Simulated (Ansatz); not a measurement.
# K on Ag(111): change of the work function, part 2 of 2

How does one ordered layer of K (top site) change the work function of Ag(111), and what dipole does each adsorbate carry?

Ansatz 0.2.0; plane-wave DFT, LDA, Ansatz PAW.

So far, work function, upper face (eV): step 2 (the clean slab) 4.82; step 3 (adsorbate added) 1.86; step 5 (the covered slab, atoms frozen) 1.86; step 6 (the substrate alone) 4.83; step 7 (the adsorbate layer alone) 2.58.

### Step 8. Density difference (continued)

Planar mean, whole system less its parts. Electrons moved below z against z:

z (Å), electrons moved below z (e/Å²) and a bar from the least value:
```
        5    0.00000 #####
        6    0.00000 #####
        7    0.00000 #####
        8   -0.00002 #####
        9   -0.00001 #####
       10    0.00000 #####
       11   -0.00002 #####
       12   -0.00007 #####
       13   -0.00004 #####
       14   -0.00002 #####
       15    0.00002 #####
       16   -0.00158 
       17    0.00356 #################
       18    0.00738 ##############################
       19    0.00452 ####################
       20    0.00201 ############
       21    0.00036 ######
       22   -0.00002 #####
       23   -0.00004 #####
       24   -0.00002 #####
       25    0.00000 #####
       26    0.00000 #####
       27    0.00000 #####
```

### Step 9. The same run with other settings

This step: plane-wave DFT, LDA, Ansatz PAW (Ansatz 0.2.0).

System of this step: KAg16 (K/Ag(111)). The cell holds 17 atoms: 16 Ag and 1 K. Its edges and angles: a = 5.784 Å, b = 5.784 Å, c = 28.481 Å, α = 90.0°, β = 90.0°, γ = 60.0°. Vacuum lies along c.

A run with a changed input: it repeats the earlier run at 0.25 ML with efield.amplitude to 0.02 and efield.dipole_correction from true to false; its output block differs too.

The input, input.yaml:

```yaml
crystal:
  lattice:
    - [5.7841334702, 1.0e-10, 0.0]
    - [2.892066735, 5.0092065241, 0.0]
    - [0.0, 0.0, 28.4809529761]
  atoms:
    - { symbol: Ag, position: [0.0, 0.0, 0.3160006622] }
    - { symbol: Ag, position: [0.1666666667, 0.1666666667, 0.3989109006] }
    - { symbol: Ag, position: [0.3333333333, 0.3333333333, 0.4771612537] }
    - { symbol: Ag, position: [0.0, 0.0, 0.555703069] }
    - { symbol: Ag, position: [0.0, 0.5, 0.3160006622] }
    - { symbol: Ag, position: [0.1666666667, 0.6666666667, 0.3989109006] }
    - { symbol: Ag, position: [0.3333333333, 0.8333333333, 0.4771612537] }
    - { symbol: Ag, position: [0.0, 0.5, 0.555703069] }
    - { symbol: Ag, position: [0.5, 0.0, 0.3160006622] }
    - { symbol: Ag, position: [0.6666666667, 0.1666666667, 0.3989109006] }
    - { symbol: Ag, position: [0.8333333333, 0.3333333333, 0.4771612537] }
    - { symbol: Ag, position: [0.5, 0.0, 0.555703069] }
    - { symbol: Ag, position: [0.5, 0.5, 0.3160006622] }
    - { symbol: Ag, position: [0.6666666667, 0.6666666667, 0.3989109006] }
    - { symbol: Ag, position: [0.8333333333, 0.8333333333, 0.4771612537] }
    - { symbol: Ag, position: [0.5, 0.5, 0.555703069] }
    - { symbol: K, position: [0.0, 0.0, 0.6839993378] }
kpoints:
  mp_grid: { grid: [6, 6, 1] }
hamiltonian:
  xc: lda
scf:
  occupations: { method: fermi_dirac, width: 0.1 }
  convergence: { dr2_threshold: 1.0e-08 }
efield:
  axis: 3
  dipole_correction: false
  ramp_position: 0.97
  ramp_width: 0.06
  amplitude: 0.02
relax:
  f_tol: 0.02
  max_steps: 60
  constraints: [{ sites: [0, 1, 4, 5, 8, 9, 12, 13] }]
output:
  bader: true
  dos: { projected: true, e_range: [-8, 4] }
  write_potential: true
  write_density: true
  volumetric_format: npy
```

On the command line:

```bash
ansatz run input.yaml --threads 4 --pin off --max-ram 6144MiB --backend cpu --events-out ev --progress --plain --runs-dir out
```

It took 4.2 min on 4 threads of Arm Neoverse V1, shared host; peak memory 3.4 GiB; 16 min of CPU time.

```csv
quantity,this run,earlier run,difference
dipole along the normal (e·Å),1.001,0.4680,0.53
```

The applied field differs between the two, so the dipoles differ in any case.

With the dipole correction off, the periodic images add a field of their own to the typed one.

These numbers are not those of the isolated slab.

### Step 10. A changed input: efield.ramp_width = 0.15

System of this step: Ag(111). The cell holds 4 atoms: 4 Ag. Cell: a = 2.892 Å, b = 2.892 Å, c = 25.084 Å, α = 90.0°, β = 90.0°, γ = 60.0°. Vacuum lies along c.

Another changed input: it repeats the earlier run at 0 ML with efield.ramp_width from 0.06 to 0.15.

The input, input.yaml:

```yaml
crystal:
  lattice:
    - [2.8920667351, 0.0, 0.0]
    - [1.4460333675, 2.504603262, 0.0]
    - [0.0, 0.0, 25.084087803]
  atoms:
    - { symbol: Ag, position: [0.0, 0.0, 0.3587931947] }
    - { symbol: Ag, position: [0.3333333333, 0.3333333333, 0.4529310649] }
    - { symbol: Ag, position: [0.6666666667, 0.6666666667, 0.5470689351] }
    - { symbol: Ag, position: [0.0, 0.0, 0.6412068053] }
kpoints:
  mp_grid: { grid: [12, 12, 1] }
hamiltonian:
  xc: lda
scf:
  occupations: { method: fermi_dirac, width: 0.1 }
  convergence: { dr2_threshold: 1.0e-08 }
efield:
  axis: 3
  dipole_correction: true
  ramp_position: 0.97
  ramp_width: 0.15
relax:
  f_tol: 0.02
  max_steps: 60
  constraints: [{ sites: [0, 1] }]
output:
  write_potential: true
  write_density: true
  volumetric_format: npy
```

Wall time 12 s (4 threads); peak memory 0.49 GiB.

The steps of the relaxation:

```csv
step,energy less that of the first step (eV),largest force component (eV/Å)
1,0.0000,0.3974
2,-0.0543,0.0912
3,-0.0579,0.0146
```

The run keeps the 6 symmetry operations that the program found, so distortions that break them were not tested.

The atoms that moved most (Å):

```csv
atom,dx,dy,dz,length
Ag4,0.000,0.000,-0.257,0.257
Ag3,0.000,0.000,-0.133,0.133
```

The relaxed structure:

```xyz
4
Lattice="2.8921 0.0000 0.0000 1.4460 2.5046 0.0000 0.0000 0.0000 25.0841" Properties=species:S:1:pos:R:3
Ag    0.0000    0.0000    9.0000
Ag    1.4460    0.8349   11.3614
Ag    2.8921    1.6697   13.5900
Ag    0.0000    0.0000   15.8270
```

This step gave:

| Property | Result |
| --- | --- |
| energy at zero smearing | -29831.4908 eV |
| work function, upper face | 4.821 eV |
| work function, lower face | 4.874 eV |
| dipole along the normal | 0.002096 e·Å |
| step between the vacuum levels | -0.05233 eV |

```csv
quantity,this run,earlier run,difference
"work function, upper face (eV)",4.821,4.821,5.9e-4
"work function, lower face (eV)",4.874,4.875,-8.3e-4
dipole along the normal (e·Å),0.002096,0.002152,-5.5e-5
```

What moves beyond 0.01 in its unit (for the dipole 0.5 % and 5e-5 e·Å): dipole along the normal (-5.53e-05 e·Å).

### Step 11. Summary of results

```yaml
work_function_of_the_clean_face: 4.82 eV
work_function_at_0p25_ml: 1.86 eV
dipole_per_adsorbate_at_0p25_ml_positive_end_outwards: 2.21 D
step_of_the_potential_from_the_moved_charge_at_0p25_ml_upper_less_lower_side_atoms_held: -2.88 eV
```

**Reading.** K lowers the work function of Ag(111) at the lowest coverage, by 2.96 eV: the adsorbate layer has its positive end outwards. One coverage alone was completed, so no trend follows. The slab has 4 layers, at the tabulated experimental lattice constant, one starting site was run, and quantum-size effects of a slab this thin can reach one or two tenths of an eV.

[Long decimals in the printed logs are rounded to 6 places.]

[Logs are printed without paths, hosts, clocks, repeated set-up lines and the standing remarks that a program may print on its own settings, such as how far it seeks lower states.]

[Hosts, paths, dates, database ids (printed as entryN), source tags and the programs' standing remarks are cut or masked in the printed files.]

[Maps of the electrostatic potential energy from Ansatz leave out the sawtooth potential of an applied field or a dipole correction, so their vacuum need not be flat; planar profiles and work functions include it.]
